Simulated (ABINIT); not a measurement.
**Quasiparticle gap of SrCl2 (Fm-3m) in ABINIT**

Wanted: ground state, empty states, screening and self-energy for SrCl2 (Fm-3m).

Calculated with ABINIT 10.8.3; PBE and many-body steps on it, plane waves.

This is a report of a sequence of runs, with most program output left out.

**1. Set-up**

Symmetry: Fm-3m, No. 225, cubic system. Conventional cell: a = 6.977 Å, b = 6.977 Å, c = 6.977 Å, α = 90.00°, β = 90.00°, γ = 90.00°. Nearest to Sr lie 8 Cl at 3.02 Å. Nearest to Cl lie 4 Sr at 3.02 Å. Farther neighbours and most contacts between anions are not listed.

The cell and positions come from the Crystallography Open Database and are kept as given unless a step says otherwise.

**2. Ground state**

This step: ABINIT 10.8.3; DFT, PBE, plane waves, norm-conserving pseudopotentials.

The ground-state density comes first.

Contents of run.abi:

```
acell 3*1.0 Angstrom
rprim 
  -0.000000000000 3.488350000000 3.488350000000
  3.488350000000 -0.000000000000 3.488350000000
  3.488350000000 3.488350000000 -0.000000000000
ntypat 2
znucl 38 17
natom 3
typat 1 2 2
xred 
  0.000000000000 0.000000000000 0.000000000000
  0.250000000000 0.250000000000 0.250000000000
  0.750000000000 0.750000000000 0.750000000000
pp_dirpath "pseudos"
pseudos "Sr.upf, Cl.upf"
ecut 28
ngkpt 6 6 6
nshiftk 1
shiftk 0 0 0
kptopt 1
chksymbreak 0
nband 17
occopt 1
tolvrs 1e-10
nstep 60
prtwf 0
optforces 0
optstress 0
indata_prefix "in"
outdata_prefix "out"
tmpdata_prefix "tmp"
```

On the command line:

```
OMP_NUM_THREADS=1 mpirun -n 4 abinit run.abi > log
```

Run time: 10 s. Hardware: 4 MPI ranks of Arm Neoverse V2, shared host; peak memory 0.35 GiB; 40 s of CPU time.

Numbers from this step:

```
total energy               : -1831.5037 eV
gap                        : 5.343 eV
k of the valence top       : 0.5, 0.5, 0
k of the conduction bottom : 0, 0, 0
least direct gap           : 5.512 eV
```

The gap is indirect, with the least direct gap 0.17 eV higher.

**3. Bands along the symmetry lines**

The cheap functional maps the bands first; the places of the edges decide which points the dearer methods must see.

Contents of run.abi:

```
acell 3*1.0 Angstrom
rprim 
  -0.000000000000 3.488350000000 3.488350000000
  3.488350000000 -0.000000000000 3.488350000000
  3.488350000000 3.488350000000 -0.000000000000
ntypat 2
znucl 38 17
natom 3
typat 1 2 2
xred 
  0.000000000000 0.000000000000 0.000000000000
  0.250000000000 0.250000000000 0.250000000000
  0.750000000000 0.750000000000 0.750000000000
pp_dirpath "pseudos"
pseudos "Sr.upf, Cl.upf"
ecut 28
iscf -2
irdden 1
kptopt 0
nkpt 50
kpt 
  0.00000000 0.00000000 0.00000000
  0.06250000 0.00000000 0.06250000
  0.12500000 0.00000000 0.12500000
  0.18750000 0.00000000 0.18750000
  0.25000000 0.00000000 0.25000000
  0.31250000 0.00000000 0.31250000
  0.37500000 0.00000000 0.37500000
  0.43750000 0.00000000 0.43750000
  0.50000000 0.00000000 0.50000000
  0.51562500 0.03125000 0.51562500
  0.53125000 0.06250000 0.53125000
  0.54687500 0.09375000 0.54687500
  0.56250000 0.12500000 0.56250000
  0.57812500 0.15625000 0.57812500
  0.59375000 0.18750000 0.59375000
  0.60937500 0.21875000 0.60937500
  0.62500000 0.25000000 0.62500000
  0.37500000 0.37500000 0.75000000
  0.32812500 0.32812500 0.65625000
  0.28125000 0.28125000 0.56250000
  0.23437500 0.23437500 0.46875000
  0.18750000 0.18750000 0.37500000
  0.14062500 0.14062500 0.28125000
  0.09375000 0.09375000 0.18750000
  0.04687500 0.04687500 0.09375000
  0.00000000 0.00000000 0.00000000
  0.06250000 0.06250000 0.06250000
  0.12500000 0.12500000 0.12500000
  0.18750000 0.18750000 0.18750000
  0.25000000 0.25000000 0.25000000
  0.31250000 0.31250000 0.31250000
  0.37500000 0.37500000 0.37500000
  0.43750000 0.43750000 0.43750000
  0.50000000 0.50000000 0.50000000
  0.50000000 0.46875000 0.53125000
  0.50000000 0.43750000 0.56250000
  0.50000000 0.40625000 0.59375000
  0.50000000 0.37500000 0.62500000
  0.50000000 0.34375000 0.65625000
  0.50000000 0.31250000 0.68750000
  0.50000000 0.28125000 0.71875000
  0.50000000 0.25000000 0.75000000
  0.50000000 0.21875000 0.71875000
  0.50000000 0.18750000 0.68750000
  0.50000000 0.15625000 0.65625000
  0.50000000 0.12500000 0.62500000
  0.50000000 0.09375000 0.59375000
  0.50000000 0.06250000 0.56250000
  0.50000000 0.03125000 0.53125000
  0.50000000 0.00000000 0.50000000
istwfk *1
nband 19
nbdbuf 2
tolwfr 1e-08
nstep 40
prtwf 0
prtvol 0
indata_prefix "in"
outdata_prefix "out"
tmpdata_prefix "tmp"
```

It took 16 s on 4 MPI ranks; peak memory 0.32 GiB; 64 s of CPU time.

This step gave:

| Item | Value |
| --- | --- |
| gap | 5.343 eV |
| k of the valence top | 0.5, 0, 0.5 |
| k of the conduction bottom | 0, 0, 0 |
| least direct gap | 5.512 eV |

The gap is 5.343 eV, as in the run before at this level.

Electronic bands along the path, in eV, zero at the top of the highest filled band:

```tsv
point	band 9	band 10	band 11	band 12	band 13	band 14	band 15	band 16
Γ	-2.12	-0.33	-0.33	-0.33	5.34	6.11	6.11	8.97
halfway	-1.72	-1.19	-0.33	-0.33	6.06	6.67	6.79	8.09
X	-1.87	-0.40	-0.40	0.00	5.51	7.05	7.64	8.02
halfway	-1.83	-0.48	-0.43	-0.03	5.65	7.07	7.55	7.75
U	-1.71	-0.71	-0.53	-0.11	5.96	7.14	7.35	7.60
jump to K	-1.71	-0.71	-0.53	-0.11	5.96	7.14	7.35	7.60
halfway	-1.43	-1.31	-0.96	-0.30	6.39	6.66	6.72	8.09
Γ	-2.12	-0.33	-0.33	-0.33	5.34	6.11	6.11	8.97
halfway	-1.75	-0.92	-0.64	-0.64	6.45	6.50	6.50	7.78
L	-1.49	-1.31	-1.04	-1.04	6.73	6.73	7.53	7.85
halfway	-1.39	-1.15	-0.55	-0.53	6.33	6.94	7.40	7.73
W	-1.21	-1.21	-0.31	-0.10	6.24	7.02	7.23	7.23
halfway	-1.69	-0.65	-0.36	-0.04	5.79	7.09	7.43	7.58
X	-1.87	-0.40	-0.40	0.00	5.51	7.05	7.64	8.02
```

**4. Empty states on the mesh, 2×2×2 mesh, 74 bands**

The sums over transitions need many empty states on a uniform mesh; this step solves for them.

Contents of run.abi:

```
acell 3*1.0 Angstrom
rprim 
  -0.000000000000 3.488350000000 3.488350000000
  3.488350000000 -0.000000000000 3.488350000000
  3.488350000000 3.488350000000 -0.000000000000
ntypat 2
znucl 38 17
natom 3
typat 1 2 2
xred 
  0.000000000000 0.000000000000 0.000000000000
  0.250000000000 0.250000000000 0.250000000000
  0.750000000000 0.750000000000 0.750000000000
pp_dirpath "pseudos"
pseudos "Sr.upf, Cl.upf"
ecut 28
ngkpt 2 2 2
nshiftk 1
shiftk 0 0 0
kptopt 1
chksymbreak 0
iscf -2
irdden 1
istwfk *1
nband 74
nbdbuf 6
tolwfr 1e-09
nstep 60
prtvol 0
indata_prefix "in"
outdata_prefix "out"
tmpdata_prefix "tmp"
```

It took 7.3 s on 4 MPI ranks; peak memory 0.28 GiB.

This step gave:

| Item | Value |
| --- | --- |
| gap | 5.343 eV |
| k of the valence top | 0.5, 0.5, 0 |
| k of the conduction bottom | 0, 0, 0 |
| least direct gap | 5.512 eV |
| k points computed | 3 |
| lowest point of the top converged band, above the valence top | 38.28 eV |

On this mesh the gap is 5.343 eV.

**5. Screening, 2×2×2 mesh, 68 bands, screening to 106.1 eV**

The RPA dielectric matrix is built and inverted for each q.

This step: RPA screening on PBE, plane waves, norm-conserving pseudopotentials.

Changes to run.abi since step 4:

```diff
@@ -21,10 +21,11 @@
 chksymbreak 0
-iscf -2
-irdden 1
 istwfk *1
-nband 74
-nbdbuf 6
-tolwfr 1e-09
-nstep 60
-prtvol 0
+occopt 1
+irdwfk 1
+optdriver 3
+nband 68
+ecuteps 3.9
+inclvkb 2
+awtr 1
+symchi 1
 indata_prefix "in"
```

It took 3.4 s on 4 MPI ranks; peak memory 0.54 GiB; 13 s of CPU time.

Numbers from this step:

```yaml
eps_infinity_with_local_fields_on_this_mesh_along_the_program_s_q_direction: 2.896
the_same_without_local_fields: 3.402
plasma_frequency: 19.74 eV
plane_waves_in_the_screening_matrix: 181
```

Local fields lower ε∞ by 15 %. On a Γ-centred mesh this coarse the value itself is usually too large, while a short band sum pulls it down.

**6. Self-energy, 2×2×2 mesh, 68 bands, screening to 106.1 eV**

The self-energy is evaluated for the states that the input lists, and the levels follow from it, in one-shot runs by the linearised quasiparticle equation.

This step: G0W0 on PBE, plane waves, norm-conserving pseudopotentials.

Changes to run.abi since step 5:

```diff
@@ -24,8 +24,17 @@
 irdwfk 1
-optdriver 3
+optdriver 4
 nband 68
+gwcalctyp 0
+ecutsigx 28
+symsigma 1
+nkptgw 2
+kptgw 
+  0.5000000000 0.5000000000 0.0000000000
+  0.0000000000 0.0000000000 0.0000000000
+bdgw 
+  10 14
+  10 15
 ecuteps 3.9
-inclvkb 2
-awtr 1
-symchi 1
+irdscr 1
+ppmodel 1
 indata_prefix "in"
```

Run time: 3.4 s. Hardware: 4 MPI ranks; peak memory 0.59 GiB; 13 s of CPU time.

Numbers from this step:

```yaml
g0w0_gap_on_the_points_computed: 7.244 eV
starting_gap_on_the_mesh: 5.343 eV
k_of_the_valence_top: 0.5, 0.5, 0
k_of_the_conduction_bottom: 0, 0, 0
z_at_the_valence_top: 0.813
z_at_the_conduction_bottom: 0.864
least_direct_g0w0_gap_on_the_computed_points: 7.645 eV
```

The gap on the mesh goes from 5.34 eV to 7.24 eV, a correction of +1.90 eV.

Limits: finite bands, cutoff and mesh; no spin-orbit coupling; coarse k mesh. v1 is the top filled band, c1 the lowest empty one. The levels before and after the correction (eV, zero at the valence-band top of each column):

```tsv
	conduction bottom	valence top
Kohn-Sham	5.34	0.00
G0W0	7.24	0.00
```

```tsv
	level	energy (eV)
Kohn-Sham	(0.5 0.5 0) v3-v2	-0.396
Kohn-Sham	(0.5 0.5 0) v1	0.000
Kohn-Sham	(0.5 0.5 0) c1	5.512
Kohn-Sham	(0.5 0.5 0) c2	7.054
Kohn-Sham	Γ v3-v1	-0.334
Kohn-Sham	Γ c1	5.343
Kohn-Sham	Γ c2-c3	6.108
G0W0	(0.5 0.5 0) v3-v2	-0.431
G0W0	(0.5 0.5 0) v1	0.000
G0W0	(0.5 0.5 0) c1	7.810
G0W0	(0.5 0.5 0) c2	10.055
G0W0	Γ v3-v1	-0.401
G0W0	Γ c1	7.244
G0W0	Γ c2-c3	8.854
```

**7. Where the time went**

Times are wall times on 4 MPI ranks of Arm Neoverse V2, shared host, good to a factor of about two.

```tsv
step	time	share	memory (GiB)
ground state	10 s	25 %	0.35
bands along the symmetry lines	16 s	40 %	0.32
empty states on the mesh	7.3 s	18 %	0.28
screening	3.4 s	8 %	0.54
self-energy	3.4 s	8 %	0.59
```

**8. Results**

```json
{"PBE gap": "5.34 eV, indirect", "G0W0 gap on the mesh": "7.24 eV", "GW settings": "2×2×2 mesh, 68 bands, screening to 106.1 eV, Godby-Needs plasmon pole", "known limits": "not at the basis limit; no spin-orbit coupling; coarse k mesh"}
```

**Reading.** G0W0 moves the gap on the mesh from 5.34 eV to 7.24 eV (+1.90 eV), with Z of 0.81 and 0.86 at the edges. Local fields lower the RPA ε∞ on this mesh from 3.40 to 2.90; a Γ-centred mesh this coarse tends to raise both, most where the direct gap is narrow, while a short band sum lowers them. Only 2 of the mesh's irreducible points were corrected, so a valley elsewhere could overtake. The dearest step here is «bands along the symmetry lines». Bands and cutoff are finite, so the gap is not at the basis limit. The miss can reach some tenths of an eV and take either sign; the mesh is an error of its own. In the G0W0 run levels were corrected at 2 k points alone, so a gap called «on the mesh» is the least over those, and an edge elsewhere would be missed. The 2×2×2 mesh is coarse for this cell, which bears on the long-range parts of exchange and screening. The many-body steps are scalar-relativistic: spin-orbit coupling is not in them.

[Paths, hosts, dates, memory and timing lines, banners, echoed tables and standing remarks are left out of the program output.]

[Logs are printed without paths, hosts, clocks, repeated set-up lines and the standing remarks that a program may print on its own settings, such as how far it seeks lower states.]

[Runs of the session that timed out or met a known fault of the program may be left out.]

[Hosts, paths, dates, database ids (printed as entryN), source tags and the programs' standing remarks are cut or masked in the printed files.]

[G0W0 gaps are taken among the corrected bands and points alone; a level outside them can change the order at an edge.]

[Where Ansatz stands beside ABINIT at settings called matched, ABINIT's density can come from a denser mesh and the files from another edition; pairs whose starting gaps differed by over 0.03 eV were left out, so agreement reads better than it is.]
